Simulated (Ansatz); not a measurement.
G0W0 rungs for AlN (F-43m).

```
Al N
1.0
     0.00000    2.18399    2.18399
     2.18399    0.00000    2.18399
     2.18399    2.18399    0.00000
Al N
1 1
Direct
  0.00000 0.00000 0.00000
  0.75000 0.75000 0.75000
```

The cell and positions are those that the Materials Project relaxed with its own functionals (PBE, PBE+U or r2SCAN), kept fixed. This is not the form that AlN usually takes at ambient conditions.

Runs so far (Ansatz 0.2.0, start PBE, PAW set soft_1 files, 6×6×6 mesh). Times are wall times on 1 × NVIDIA H100 80GB HBM3 (shared by 6 runs) with 3 threads of AMD EPYC 7R13 (Zen 3), shared host, good to a factor of about two.

```tsv
bands summed	cutoff (eV)	gap on the mesh (eV)	time
25	60	4.276	12 s
66	120	4.580	10 s
```

Question: What should the next rung give, with 137 bands and screening to 200 eV, and where is the limit?

The error falls about as one over the bands when the cutoff rises with them. A line through the two highest rungs given predicts 4.676 eV; the run gave 4.777 eV, a miss of 0.101 eV, so the law fails here: the steps don't follow it yet. The two highest rungs put the limit near 4.961 eV, the pair below near 4.765 eV; neither can be trusted until a further rung is run.

Gaps are over the mesh's points; an edge off the mesh would be missed. Limits: not at the basis limit.

[Paths, hosts, dates, memory and timing lines, banners, echoed tables and standing remarks are left out of the program output.]

[Logs are printed without paths, hosts, clocks, repeated set-up lines and the standing remarks that a program may print on its own settings, such as how far it seeks lower states.]

[Runs of the session that timed out or met a known fault of the program may be left out.]

[Cells called generated may have been cut or substituted from an entry of the Crystallography Open Database or the Materials Project.]

[Hosts, paths, dates, database ids (printed as entryN), source tags and the programs' standing remarks are cut or masked in the printed files.]
